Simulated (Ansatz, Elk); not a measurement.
## How far do independent atoms describe Ti3Mo?

Structure refinements treat a crystal as free atoms side by side. For a made-up structure of Ti3Mo (cell and positions from a PBE relaxation) the runs below show what the calculated density changes in F(hkl).

Main program and level: Elk 11.2.3 (patched build); DFT, PBE, all-electron APW+lo, Dirac cores, scalar-relativistic bands, static density, no spin.

This account leaves out most program logs.

The structure was built from a prototype and need not be the compound's stable phase.

**1. The starting structure**

Symmetry: I4/mmm, No. 139, tetragonal system. Conventional cell: a = 3.782 Å, b = 3.782 Å, c = 9.249 Å, α = 90.00°, β = 90.00°, γ = 90.00°. Nearest to Mo lie 12 Ti at 2.67 to 2.99 Å. Nearest to Ti lie 4 Mo at 2.67 Å and 8 Ti at 2.99 Å. Nearest to Ti lie 8 Ti at 2.67 to 2.99 Å and 4 Mo at 2.99 Å. Farther neighbours are not listed.

**2. Ground state and structure factors**

An all-electron density is needed, since X-rays see the cores too. Task 0 finds the density and task 195 Fourier-transforms it; tshift is off so that phases refer to the origin typed.

Input file elk.in:

```
tasks
  0
  195

xctype
  20

spinpol
  .false.

rgkmax
  7.0

gmaxvr
  14.0

lmaxo
  7

lmaxapw
  8

swidth
  0.002

tshift
  .false.

ramdisk
  .false.

hmaxvr
  5.5

maxscl
  120

epspot
  1e-06

sppath
  './'

avec
  -3.57391967887 3.57391967887 8.73918146272
  3.57391967887 -3.57391967887 8.73918146272
  3.57391967887 3.57391967887 -8.73918146272

atoms
  2
  'Mo.in'
  1
  -0.0000000000 -0.0000000000 0.0000000000   0.000000 0.000000 0.000000
  'Ti.in'
  3
  0.5000000000 0.5000000000 0.0000000000   0.000000 0.000000 0.000000
  0.2500000000 0.7500000000 0.5000000000   0.000000 0.000000 0.000000
  0.7500000000 0.2500000000 0.5000000000   0.000000 0.000000 0.000000

ngridk
  8 8 8
```

Started as:

```
$ OMP_NUM_THREADS=4 elk
```

Wall time 48 s (4 threads of AMD EPYC 7R13 (Zen 3), shared host); peak memory 0.18 GiB; 2.6 min of CPU time.

SFACRHO.OUT:

```text

h k l indices transformed by vhmat matrix:
   1.000000000       0.000000000       0.000000000    
   0.000000000       1.000000000       0.000000000    
   0.000000000       0.000000000       1.000000000    

      h      k      l  multipl.   |H|            Re(F)            Im(F)           |F|

      0      0      0      1   0.0000000       108.00000      0.70088058E-16   108.00000    
     -1     -1      1      2  0.71896725       18.933731      0.86492138E-14   18.933731    
     -1      0      0      8  0.94969846       18.247626     -0.30982080E-14   18.247626    
     -1      1      0      4   1.2431401       17.332286      0.13018153E-16   17.332286    
     -1     -2      1      8   1.3913141       16.826238     -0.34080288E-13   16.826238    
     -1     -1      0      8   1.4360750       78.289858     -0.27266138E-14   78.289858    
      2      2     -2      2   1.4379345       78.290363      0.21926888E-16   78.290363    
     -1      1     -1      4   1.7580656       71.919856      0.36242525E-14   71.919856    
      0      2     -2      8   1.8993969       15.362021     -0.99820956E-14   15.362021    
     -2     -2      1      8   1.9008033       15.407491      0.22011216E-13   15.407491    
     -1      0      2     16   1.9981796       15.184096     -0.30982080E-14   15.184096    
      2      3     -2      8   2.0008525       15.222072      0.77455200E-14   15.222072    
     -3     -3      3      2   2.1569018       14.905122      0.10761734E-12   14.905122    
      3      0     -1     16   2.2419968       14.683752      0.26334768E-13   14.683752    
      1      3     -1      8   2.2712222       63.197039      0.12952189E-13   63.197039    
     -2      2      0      4   2.4862802       60.016259     -0.53669117E-17   60.016259    
     -2     -4      3      8   2.4895025       59.850370     -0.68187754E-16   59.850370    
     -1     -1      3      8   2.5881467       14.068630      0.10907238E-13   14.068630
```

Elk indexes on the primitive cell of elk.in and gives |H| = 4π sin θ/λ in inverse bohr. Below, one row stands for each form hkl of the conventional cell (m members, Friedel mates merged), F is for one primitive cell and the density is static (no thermal factor). Free-atom factors are Waasmaier and Kirfel's, and R is Σm||F|−|F'||/Σm|F|.

| hkl | m | sin θ/λ (Å⁻¹) | abs F, DFT | neutral atoms | diff. |
| --- | --- | --- | --- | --- | --- |
| 002 | 2 | 0.108 | 18.934 | 19.126 | -0.192 |
| 101 | 8 | 0.143 | 18.248 | 18.405 | -0.157 |
| 110 | 4 | 0.187 | 17.332 | 17.417 | -0.084 |
| 103 | 8 | 0.209 | 16.826 | 16.939 | -0.113 |
| 112 | 8 | 0.216 | 78.290 | 79.055 | -0.765 |
| 004 | 2 | 0.216 | 78.290 | 79.016 | -0.725 |
| 200 | 4 | 0.264 | 71.920 | 72.505 | -0.585 |
| 202 | 8 | 0.286 | 15.362 | 15.466 | -0.104 |
| 114 | 8 | 0.286 | 15.408 | 15.462 | -0.054 |
| 211 | 16 | 0.300 | 15.184 | 15.207 | -0.023 |
| 105 | 8 | 0.301 | 15.222 | 15.201 | +0.021 |
| 006 | 2 | 0.324 | 14.905 | 14.814 | +0.091 |
| 213 | 16 | 0.337 | 14.684 | 14.614 | +0.070 |
| 204 | 8 | 0.342 | 63.197 | 63.158 | +0.039 |
| 220 | 4 | 0.374 | 60.016 | 59.715 | +0.301 |
| 116 | 8 | 0.374 | 59.850 | 59.666 | +0.184 |
| 222 | 8 | 0.389 | 14.069 | 13.881 | +0.187 |
| 301 | 8 | 0.400 | 13.737 | 13.742 | -0.004 |

**3. The highest occupied states alone**

An energy window below the Fermi level keeps the highest occupied states, to see at which angles they scatter; shallow core shells can lie inside it and anion s states outside. No new self-consistency is needed.

Changes to elk.in since step 2:

```diff
@@ -1,3 +1,2 @@
 tasks
-  0
   195
@@ -40,2 +39,5 @@
 
+wsfac
+  -0.044330 0.623160
+
 sppath
```

Started as:

```
$ OMP_NUM_THREADS=4 elk
```

Elapsed: 6.8 s, on 4 threads; peak memory 0.18 GiB.

States within 10 eV below the Fermi level hold 18.00 electrons; any levels below the window count with the cores. Their amplitudes can exceed the total, where window and core parts have opposite phase:

```csv
hkl,sin θ/λ (Å⁻¹),"abs F, window","abs F, all"
002,0.108,1.394,18.934
101,0.143,1.023,18.248
110,0.187,0.588,17.332
103,0.209,0.347,16.826
112,0.216,2.911,78.290
004,0.216,2.925,78.290
200,0.264,1.870,71.920
202,0.286,0.145,15.362
114,0.286,0.098,15.408
211,0.300,0.131,15.184
```

**4. Another functional**

The difference from free atoms is small, so it is set against the change that LDA (Perdew-Wang) makes.

Changes to elk.in since step 3:

```diff
@@ -1,2 +1,3 @@
 tasks
+  0
   195
@@ -4,3 +5,3 @@
 xctype
-  20
+  3
 
@@ -39,5 +40,2 @@
 
-wsfac
-  -0.044330 0.623160
-
 sppath
```

Started as:

```
$ OMP_NUM_THREADS=4 elk
```

The job ended after 29 s (4 threads; peak memory 0.18 GiB; 88 s of CPU time).

Against the first run R = 0.05 %; the largest change is -0.054 at 204.

**5. A coarser k-mesh**

About half the k-points along each axis test the sampling.

Changes to elk.in since step 4:

```diff
@@ -5,3 +5,3 @@
 xctype
-  3
+  20
 
@@ -60,2 +60,2 @@
 ngridk
-  8 8 8
+  4 4 4
```

Started as:

```
$ OMP_NUM_THREADS=4 elk
```

Run time: 25 s. Hardware: 4 threads; peak memory 0.18 GiB; 53 s of CPU time.

Against the first run R = 0.01 %; the largest change is -0.013 at 004.

**6. Basis size**

A smaller basis shows how fast F responds to it; the change is likely larger than the basis error of the first run, but doesn't show convergence.

Changes to elk.in since step 5:

```diff
@@ -11,3 +11,3 @@
 rgkmax
-  7.0
+  5.5
 
@@ -60,2 +60,2 @@
 ngridk
-  4 4 4
+  8 8 8
```

Started as:

```
$ OMP_NUM_THREADS=4 elk
```

Elapsed: 44 s, on 4 threads; peak memory 0.18 GiB.

Against the first run R = 0.03 %; the largest change is +0.118 at 204.

**7. Settings against the effect**

```
              run  R against the first run (%)  R against neutral atoms, low angle (%)  wall time
    PBE, rgkmax 7                         0.00                                    0.82       48 s
LDA (Perdew-Wang)                         0.05                                    0.83       29 s
     k-mesh 4×4×4                         0.01                                    0.84       25 s
       rgkmax 5.5                         0.03                                    0.87       44 s
```

**8. Summary of results**

```yaml
r_against_neutral_atoms_sin_theta_lambda_0p3_a_minus1: 0.82 %
r_against_neutral_atoms_0p3_to_0p82_a_minus1: 0.33 %
```

**Reading.** Independent neutral atoms miss the calculated amplitudes by R = 0.82 % below 0.3 Å⁻¹ and 0.33 % from there to 0.82 Å⁻¹; by shells, 0.89 % below 0.15 Å⁻¹ (2 forms), 0.82 % 0.15 to 0.3 (7 forms), 0.37 % 0.3 to 0.45 (17 forms), 0.32 % above 0.45 (94 forms). Bonding, aspherical density and the tables' own atoms all enter these figures, and the runs don't part them. The largest change of an amplitude is -0.76 electrons, at 112. The window's part falls from 18.0 electrons at the origin to at most 0.25 between 0.45 and 0.82 Å⁻¹. Below 0.3 Å⁻¹ the changes that finished (LDA (Perdew-Wang), k-mesh 4×4×4 and rgkmax 5.5) move F by R = 0.07 % at most, against the 0.82 % that separates it from free atoms. These runs have no spin, though d or f shells may be open. Part of the difference isn't bonding: the tables are fits to free atoms and ions calculated by other methods than this functional. Thermal motion, anomalous dispersion and extinction are left out.

[Logs are printed without paths, hosts, clocks, repeated set-up lines and the standing remarks that a program may print on its own settings, such as how far it seeks lower states.]

[Hosts, paths, dates, database ids (printed as entryN), source tags and the programs' standing remarks are cut or masked in the printed files.]
